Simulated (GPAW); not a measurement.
# Near-edge structure at the Mg K edge of Mg2C3 (C2/m), part 2 of 2

Aim: the near-edge shape at the Mg K edge of Mg2C3 (C2/m), and what the core hole does to it.

GPAW 26.7.0; X-ray absorption from dipole matrix elements to empty bands, plane-wave PAW PBE.

So far. Step 2 (The field without a hole): The mesh shows a gap of 1.79 eV, so the hole is first treated in a charged cell, without the excited electron. Step 3 (Spectrum without a core hole, Mg atom 1): Main maxima below 24 eV (height): 1.8 eV (0.54), 3.2 eV (0.52), 9.3 eV (1.63), 11.1 eV (1.61) and 19.1 eV (1.03). A K edge sees empty p states on the absorber.

## 5. Spectrum with FCH, Mg atom 1

The holes are 4.8 Å apart. In GPAW the data set carries the hole's charge, so charge=0 means a charged cell and charge=-1 a neutral one. The excited electron is left out and a uniform background balances the charge. After the field has converged, empty bands are computed with the density fixed and the dipole matrix elements are summed.

The input, xas.py:

```python
import numpy as np
from ase import Atoms
from ase.parallel import parprint, paropen
from gpaw import GPAW, PW, FermiDirac, Mixer, MixerDif, setup_paths
from gpaw.test import gen
setup_paths.insert(0, '.')
gen('Mg', name='fch1s', xcname='PBE', corehole=(1, 0, 1), write_xml=True)
from gpaw.mpi import world
world.barrier()

atoms = Atoms('Mg6C9',
    cell=[[-4.831, 0, 0],
     [1.22707, 0, -4.83328],
     [2.4155, -7.05, 0]],
    scaled_positions=[[0.8087, 0.2011, 0],
     [0.47536667, 0.2011, 0.33333333],
     [0.14203333, 0.2011, 0.66666667],
     [0.1913, 0.7989, 0],
     [0.85796667, 0.7989, 0.33333333],
     [0.52463333, 0.7989, 0.66666667],
     [0.5, 0.5, 0],
     [0.16666667, 0.5, 0.33333333],
     [0.83333333, 0.5, 0.66666667],
     [0.2989, 0.2615, 0],
     [0.96556667, 0.2615, 0.33333333],
     [0.63223333, 0.2615, 0.66666667],
     [0.7011, 0.7385, 0],
     [0.36776667, 0.7385, 0.33333333],
     [0.03443333, 0.7385, 0.66666667]],
    pbc=True)
atoms.calc = calc = GPAW(legacy_gpaw=True, mode=PW(430, force_complex_dtype=True), xc='PBE', setups={0: 'fch1s'},
    kpts={'size': (4, 4, 4), 'gamma': True}, occupations=FermiDirac(0.02),
    charge=0, mixer=Mixer(0.1, 5, 50), maxiter=150,
    convergence={'density': 0.0001, 'eigenstates': 1e-6}, txt='scf.txt')
energy = atoms.get_potential_energy() + calc.get_reference_energy()
ef = calc.get_fermi_level()
out = dict(energy=energy, fermi=ef, forces=atoms.get_forces().tolist())
parprint(f'all-electron energy {energy:.4f} eV, Fermi level {ef:.4f} eV')
ev = np.array([[calc.get_eigenvalues(k, s) for k in range(len(calc.get_ibz_k_points()))] for s in range(calc.get_number_of_spins())])
out['homo'], out['lumo'], out['counts'] = ev[ev < ef].max(), ev[ev > ef].min(), sorted(set((ev < ef).sum((0, 2)).tolist()))
out['filled'] = (ev[:, 0] < ef).sum(1).tolist()

from ase.units import Ha
from gpaw.xas import dipole_matrix_elements
nb = int(calc.get_number_of_electrons() / 2) + 101
top, nb = nb, nb + 8 + nb // 12
nscf = calc.fixed_density(kpts={'size': (5, 5, 5), 'gamma': True}, nbands=nb,
    convergence={'bands': top, 'eigenstates': 5e-3}, maxiter=60, txt='nscf.txt')
cell = atoms.cell.array
ops = [cell.T @ U.T @ np.linalg.inv(cell.T) for U in nscf.wfs.kd.symmetry.op_scc]
filled = [48]  # bands filled in the ground state, by spin
E = np.arange(-6, 34, 0.1)
fwhm = np.interp(E, [4, 25], [0.9, 3.5])
Y, X, zero, highest = 0, 0, 1e9, 1e9
for spin in range(nscf.get_number_of_spins()):
    wfs = nscf.wfs
    mine = wfs.bd.get_slice()  # this rank's bands
    A = dipole_matrix_elements(wfs.setups[0])
    eps = np.zeros((wfs.kd.nibzkpts, nb))
    d = np.zeros((3, A.shape[1], wfs.kd.nibzkpts, nb), complex)
    for kpt in wfs.kpt_u:
        if kpt.s == spin and 0 in kpt.P_ani:
            eps[kpt.k, mine] = kpt.eps_n * Ha
            d[:, :, kpt.k, mine] = (kpt.weight * wfs.nspins / 2) ** 0.5 * np.inner(A, kpt.P_ani[0])
    world.sum(eps)
    world.sum(d)
    T = np.einsum('amkn,bmkn->abkn', d, d.conj()).real
    T = sum(np.einsum('ai,ijkn,bj->abkn', R, T, R) for R in ops) / len(ops)
    empty = np.ones_like(eps, bool) & (np.arange(nb) >= filled[spin])
    zero, highest = min(zero, eps[empty].min()), min(highest, eps[:, top - 1].min())
    lines = [(eps, T, empty)] if spin == 0 else lines + [(eps, T, empty)]
for eps, T, empty in lines:
    f = np.einsum('aakn->akn', T).reshape(3, -1)
    x = eps.ravel() - zero
    w = np.interp(x, E, fwhm) / 2.35482
    g = np.exp(-0.5 * ((E[:, None] - x) / w) ** 2) / (w * (2 * np.pi) ** 0.5)
    Y = Y + (f * empty.ravel()) @ g.T
    X = X + (f * ~empty.ravel()) @ g.T
out.update(E=E.round(2).tolist(), xas=Y.tolist(), xes=X.tolist(), zero=zero, valid=highest - zero, nk=len(eps), nb=nb)
for i in range(0, len(E), 10):
    parprint(f'{E[i]:7.2f}', *(f'{v:10.3e}' for v in Y[:, i]))
import json
with paropen('out.json', 'w') as f:
    json.dump(out, f)
```

Started as:

```sh
$ OMP_NUM_THREADS=1 mpirun -n 4 gpaw python xas.py
```

Numbers of over 12 decimals in the logs are rounded to 6 here.

The program printed:

```text
Input parameters:
  convergence: {density: 0.0001,
                eigenstates: 1e-06}
  kpts: {gamma: True,
         size: (4, 4, 4)}
  maxiter: 150
  mixer: {backend: pulay,
          beta: 0.1,
          method: separate,
          nmaxold: 5,
          weight: 50}
  mode: {ecut: 430.0,
         force_complex_dtype: True,
         name: pw}
  occupations: {fixmagmom: False,
                name: fermi-dirac,
                width: 0.02}
  setups: {0: fch1s}
  xc: PBE

Initialize ...

[... PAW data sets ...]

Reference energy: -40624.212561  # eV

Spin-paired calculation

[... convergence settings ...]
Symmetries present (total): 2
  [... symmetry matrices ...]

64 k-points: 4 x 4 x 4 Monkhorst-Pack grid + [1/8,1/8,1/8]
24 k-points in the irreducible part of the Brillouin zone
       k-points in crystal coordinates                weights
   0:     0.00000000    0.00000000    0.00000000          1/64
   1:     0.00000000    0.00000000    0.25000000          2/64
   2:     0.00000000    0.00000000    0.50000000          1/64
   3:     0.00000000    0.25000000    0.00000000          2/64
   4:     0.00000000    0.25000000    0.25000000          4/64
   5:     0.00000000    0.25000000    0.50000000          2/64
   6:     0.00000000    0.50000000    0.00000000          1/64
   7:     0.00000000    0.50000000    0.25000000          2/64
   8:     0.00000000    0.50000000    0.50000000          1/64
   9:     0.25000000   -0.25000000    0.00000000          4/64
          ...
  23:     0.50000000    0.50000000    0.50000000          2/64

Wave functions: Plane wave expansion
  Cutoff energy: 430.000 eV
  Number of coefficients (min, max): 3314, 3354
  Pulay-stress correction: 0.000000 eV/Ang^3 (de/decut=0.000000)
  Using FFTW library
  Wavefunction extrapolation:
    Improved wavefunction reuse through dual PAW basis

Occupation numbers: Fermi-Dirac:
  width: 0.0200  # eV

Eigensolver
   Davidson(niter=2)

Densities:
  Coarse grid: 36*24*36 grid
  Fine grid: 72*48*72 grid
  Total Charge: 1.000000

Density mixing:
  Method: separate
  Backend: pulay
  Linear mixing parameter: 0.1
  old densities: 5
  Width of damping distribution: 1.1
  Damping of long wavelength oscillations: 50

[... Hamiltonian set-up ...]
Number of atoms: 15
Number of atomic orbitals: 84
Number of bands in calculation: 62
Number of valence electrons: 96
Bands to converge: occupied

... initialized

Initializing position-dependent things.

Density initialized from atomic densities
Creating initial wave functions:
  62 bands from LCAO basis set

          Mg
                C
         C    CMg
             C     Mg
             C     Mg
            Cg   C
                      C
                Mg

Atomic positions and initial magnetic moments

Positions:
   0 Mg    -3.660066    0.000000   -0.971973    ( 0.0000,  0.0000,  0.0000)
   1 Mg    -1.244566   -2.350000   -0.971973    ( 0.0000,  0.0000,  0.0000)
   2 Mg     1.170934   -4.700000   -0.971973    ( 0.0000,  0.0000,  0.0000)
   3 Mg     0.056136    0.000000   -3.861307    ( 0.0000,  0.0000,  0.0000)
   4 Mg    -2.359364   -2.350000   -3.861307    ( 0.0000,  0.0000,  0.0000)
   5 Mg     0.056136   -4.700000   -3.861307    ( 0.0000,  0.0000,  0.0000)
   6 C     -1.801965    0.000000   -2.416640    ( 0.0000,  0.0000,  0.0000)
[...]
12 C     -2.480823    0.000000   -3.569377    ( 0.0000,  0.0000,  0.0000)
  13 C     -0.065323   -2.350000   -3.569377    ( 0.0000,  0.0000,  0.0000)
  14 C      2.350177   -4.700000   -3.569377    ( 0.0000,  0.0000,  0.0000)

Unit cell:
           periodic     x           y           z      points  spacing
  1. axis:    yes   -4.831000    0.000000    0.000000    36     0.1234
  2. axis:    yes    1.227070    0.000000   -4.833280    24     0.2014
  3. axis:    yes    2.415500   -7.050000    0.000000    36     0.1958

  Lengths:   4.831000   4.986612   7.452324
  Angles:   85.425293 108.912696 104.245248

Effective grid spacing dv^(1/3) = 0.1743

iter:   1  -112.771204
iter:   2  -109.075668   -0.66  -0.95
iter:   3  -103.189919   -0.11  -1.04
iter:   4  -103.229452   -0.82  -1.46
iter:   5  -103.295125   -1.44  -1.58
iter:   6  -103.401792   -1.42  -1.81
iter:   7  -103.300807   -2.84  -1.97
iter:   8  -103.291465   -2.57  -2.25
iter:   9  -103.284280c  -2.79  -2.40
iter:  10  -103.276113c  -3.63  -2.53
iter:  11  -103.276260c  -4.42  -3.24
iter:  12  -103.276038c  -5.28  -3.27
iter:  13  -103.276009c  -5.43  -3.55
iter:  14  -103.276008c  -6.50c -3.83
iter:  15  -103.276010c  -6.74c -3.95
iter:  16  -103.276010c  -7.18c -4.17c

Converged after 16 iterations.

Dipole moment: (-0.747606, -0.000000, 0.477677) |e|*Ang

Energy contributions relative to reference atoms: (reference = -40624.212561)

Kinetic:        +37.172922
Potential:      -44.333038
External:        +0.000000
XC:             -95.930961
Entropy (-ST):   -0.000000
Local:           -0.184933
SIC:             +0.000000
--------------------------
Free energy:   -103.276010
Extrapolated:  -103.276010

Showing only first 2 kpts
 Kpt  Band  Eigenvalues  Occupancy
  0    46      4.75115    2.00000
  0    47      5.37479    2.00000
  0    48      7.71291    0.00000
  0    49      8.83241    0.00000

  1    46      4.87269    2.00000
  1    47      5.22958    2.00000
  1    48      7.47168    0.00000
[...]
Fermi level: 6.72934

Gap: 1.106 eV
Transition (v -> c):
  (s=0, k=6, n=47, [0.00, 0.50, 0.00]) -> (s=0, k=5, n=48, [0.00, 0.25, 0.50])
Direct/indirect transitions are different
Direct gap: 1.585 eV
Transition at: (s=0, k=6, n=47, [0.00, 0.50, 0.00])

Forces in eV/Ang:
  0 Mg   -0.32820    0.00000    0.80247
  1 Mg   -0.02070   -0.13554    0.08812
  2 Mg   -0.02070    0.13554    0.08812
  3 Mg    0.06507    0.00000    0.00773
  4 Mg    0.01279   -0.21166   -0.02609
  5 Mg    0.01279    0.21166   -0.02609
  6 C    -0.22149    0.00000   -0.52754
[...]
12 C     0.09757    0.00000   -0.50313
 13 C     0.48603    0.10178    0.86890
 14 C     0.48603   -0.10178    0.86890
Scalar-relativistic atomic PBE calculation for Mg (Magnesium, Z=12)
Core hole in 1s state (1s occupation: 1.0)
450 radial gridpoints.
|------------------------------------------------|
|------------------------------------------------|
[... the atom generator's iteration count ...]

Energy contributions:
-------------------------
Kinetic:     +151.717088
XC:           -13.132644
Potential:   -290.261212
-------------------------
Total:       -151.676768

state      eigenvalue         ekin         rmax
-----------------------------------------------
1s^1.0 :   -50.923461    70.317639        0.084
2s^2.0 :    -4.061473    10.131625        0.516
2p^6.0 :    -2.901946     9.781711        0.431
3s^2.0 :    -0.533020     1.222967        2.067
3p^0.0 :    -0.339520     0.901380        2.391
-----------------------------------------------
(units: Bohr and Hartree)

Generating PAW setup
Kinetic energy of the core from tauc = 70.449269
Cutoffs:
rc(s)=2.060
rc(p)=2.050
rc(d)=1.960
rc(vbar)=2.000
rc(comp)=1.950
rc(nct)=2.060

Kinetic energy of the core states: 70.317639
Charge: 1.0
Core electrons: 1.0
Valence electrons: 10.0
Pseudo-core charge: 0.000000
Shape function alpha=2.630
Pseudo-electron charge 2.557862
state    eigenvalue         norm
--------------------------------
2s(2) :    -4.061473     0.088492
3s(2) :    -0.533020     1.047036
2p(6) :    -2.901946     0.047801
3p(0) :    -0.339520     0.999565
*d    :     0.000000
--------------------------------

Diagonalizing with gridspacing h=0.050

state   all-electron     PAW
-------------------------------
2s:      -4.061473    -4.061995
2p:      -2.901946    -2.902599
*d:                   -0.118334
*f:                   -0.021630
-------------------------------
<dir> UserWarning: Initial realspace grid (24,24,36) inconsistent with symmetries.
  warnings.warn(
<dir> UserWarning: Using symmetrized grid: (36,24,36).

  warnings.warn('Using symmetrized grid: ({},{},{}).\n'.format(*N_c))
<dir> UserWarning: Initial realspace grid (24,24,36) inconsistent with symmetries.
  warnings.warn(
<dir> UserWarning: Using symmetrized grid: (36,24,36).

  warnings.warn('Using symmetrized grid: ({},{},{}).\n'.format(*N_c))
<dir> UserWarning: Initial realspace grid (24,24,36) inconsistent with symmetries.
  warnings.warn(
<dir> UserWarning: Initial realspace grid (24,24,36) inconsistent with symmetries.
  warnings.warn(
<dir> UserWarning: Using symmetrized grid: (36,24,36).

  warnings.warn('Using symmetrized grid: ({},{},{}).\n'.format(*N_c))
<dir> UserWarning: Using symmetrized grid: (36,24,36).

  warnings.warn('Using symmetrized grid: ({},{},{}).\n'.format(*N_c))
all-electron energy -40727.4886 eV, Fermi level 6.7293 eV
[...]
31.00  7.294e-06  5.123e-06  5.274e-06
  32.00  7.638e-06  5.890e-06  5.113e-06
  33.00  7.245e-06  6.274e-06  4.971e-06
```

The job ended after 88 s (4 MPI ranks of AMD EPYC 7R13 (Zen 3), shared host; peak memory 0.47 GiB; 5.9 min of CPU time).

The Mg K spectrum, Mg atom 1, full core hole (charged cell) (energy from the lowest empty level; intensity scaled to a mean of 1 over the first 20 eV; polarised curves are means over the symmetry-equivalent atoms):

```
E (eV)  isotropic  ε ∥ x  ε ∥ y  ε ∥ z
  -2.0       0.00   0.00   0.00   0.00
  -1.4       0.00   0.00   0.00   0.00
  -0.8       0.00   0.00   0.00   0.01
  -0.2       0.10   0.11   0.00   0.18
   0.4       0.39   0.49   0.05   0.64
   1.0       0.62   0.80   0.31   0.76
   1.6       0.86   0.90   0.65   1.02
   2.2       0.92   0.80   0.73   1.22
   2.8       0.87   0.67   0.71   1.23
   3.4       0.66   0.42   0.58   0.99
   4.0       0.65   0.76   0.55   0.64
   4.6       1.10   1.58   0.63   1.08
   5.2       1.54   1.68   1.42   1.52
   5.8       1.96   1.77   2.61   1.49
   6.4       1.94   1.59   2.94   1.28
   7.0       1.65   1.27   2.46   1.22
   7.6       1.48   1.30   1.89   1.23
   8.2       1.49   1.61   1.65   1.22
   8.8       1.51   1.79   1.49   1.26
   9.4       1.46   1.76   1.32   1.32
  10.0       1.40   1.81   1.07   1.32
  10.6       1.35   1.87   0.83   1.36
  11.2       1.23   1.64   0.73   1.33
  11.8       1.04   1.22   0.74   1.16
  12.4       0.86   0.86   0.76   0.97
  13.0       0.78   0.69   0.77   0.88
  13.6       0.76   0.64   0.76   0.88
  14.2       0.74   0.61   0.71   0.89
  14.8       0.70   0.58   0.66   0.87
  15.4       0.66   0.56   0.62   0.81
  16.0       0.63   0.55   0.61   0.74
  16.6       0.62   0.53   0.61   0.72
  17.2       0.63   0.51   0.62   0.75
  17.8       0.64   0.50   0.64   0.78
  18.4       0.66   0.51   0.67   0.79
  19.0       0.66   0.54   0.69   0.75
  19.6       0.64   0.56   0.70   0.67
  20.2       0.61   0.56   0.70   0.58
  20.8       0.58   0.54   0.67   0.51
  21.4       0.54   0.51   0.64   0.47
  22.0       0.52   0.48   0.61   0.47
  22.6       0.51   0.45   0.58   0.49
  23.2       0.50   0.43   0.56   0.52
  23.8       0.49   0.41   0.53   0.54
  24.4       0.48   0.39   0.50   0.55
  25.0       0.47   0.37   0.47   0.56
  25.6       0.45   0.35   0.45   0.55
  26.2       0.44   0.35   0.43   0.55
  26.8       0.44   0.35   0.43   0.54
  27.4       0.45   0.38   0.42   0.54
  28.0       0.46   0.42   0.43   0.54
  28.6       0.49   0.49   0.44   0.55
  29.2       0.53   0.57   0.46   0.57
```

Main maxima below 24 eV (height): 2.2 eV (0.92), 6.1 eV (2.01), 8.7 eV (1.51) and 18.8 eV (0.66). 

The hole costs E(hole) − E(ground) = 1307.96 eV, and the lowest empty level of the hole cell on the spectrum's mesh lies at 7.24 eV, which puts the zero at 1315.20 eV. One term is added: -12.99 eV, since the hole is spin-paired here and a spin-polarised one costs that much less in the free atom (computed apart). The photon energy is then 1302.21 eV. The tabulated edge of the element is 1303 eV. The functional and the charged cell's background leave an error of a few eV in such absolute values.

## 6. What the core hole does

Both curves are counted from their own zero, so only the shift of weight within the empty states shows.

```csv
E (eV),no hole,FCH
-2.0,0.00,0.00
-1.0,0.00,0.00
0.0,0.10,0.18
1.0,0.44,0.62
2.0,0.53,0.91
3.0,0.51,0.83
4.0,0.36,0.65
5.0,0.61,1.39
6.0,0.88,2.00
7.0,1.03,1.65
8.0,1.20,1.48
9.0,1.61,1.50
10.0,1.59,1.40
11.0,1.61,1.28
12.0,1.48,0.97
13.0,1.30,0.78
14.0,1.22,0.75
15.0,1.09,0.69
16.0,0.99,0.63
17.0,0.94,0.62
18.0,0.98,0.65
19.0,1.03,0.66
20.0,0.98,0.63
21.0,0.86,0.56
22.0,0.77,0.52
23.0,0.73,0.50
24.0,0.69,0.49
25.0,0.64,0.47
26.0,0.60,0.45
27.0,0.58,0.44
28.0,0.58,0.46
29.0,0.60,0.52
```

With each curve scaled to its own mean, the area from −2 to 6 eV with the hole is 5.6 against 3.0, and the centre of weight from −1 to 20 eV moves by -2.0 eV: the hole pulls the absorber's empty states down.

## 7. What came out

```
absorber and edge                               : Mg K, atom 1 of the ground-state input (counted from 1)
surroundings                                    : 3 C at 2.24 to 2.35 Å, 2 C at 2.37 Å and 1 C at 2.55 Å (6-fold, site symmetry m)
highest intensity below 16 eV                   : 6.1 eV above the zero, height 2.01
photon energy of the zero, with the added terms : 1302.2 eV (raw 1315.2 eV; uncertain by a few eV)
```

The Mg K edge of atom 1, with 3 C at 2.24 to 2.35 Å, 2 C at 2.37 Å and 1 C at 2.55 Å (6-fold, site symmetry m), has its highest intensity of the first 16 eV at 6.1 eV above the zero, near 1308 eV in photon energy (uncertain by a few eV), 2.0 times the mean level of the first 20 eV (Gaussian full width 0.9 eV up to 4 eV, rising linearly to 3.5 eV at 25 eV). With each curve scaled to its own mean, the area from −2 to 6 eV with the hole is 5.6 against 3.0, and the centre of weight from −1 to 20 eV moves by -2.0 eV: the hole pulls the absorber's empty states down. At the Mg K edge of atom 1 polarisation matters most near 6.4 eV, where the curves differ by 1.7 on this scale. The holes are only 4.8 Å apart, so the shape is probably not converged with cell size; no larger cell was run here. The mesh is coarse (0.28 Å⁻¹ between points), so small maxima may be mesh ripples. The structure is a published determination, not relaxed.

[Banner, clock and machine lines of the logs are left out without a mark of their own.]

[Logs are printed without paths, hosts, clocks, repeated set-up lines and the standing remarks that a program may print on its own settings, such as how far it seeks lower states.]

[Hosts, paths, dates, database ids (printed as entryN), source tags and the programs' standing remarks are cut or masked in the printed files.]

[Lists of maxima count a maximum above −3 eV only where it reaches 4 % of the highest in the window and stands out from its surroundings by 2 % of it (1.5 % where it reaches 55 %); shoulders and weaker maxima are passed over, and of the rest the first, up to two pre-edge ones and the few strongest are named.]
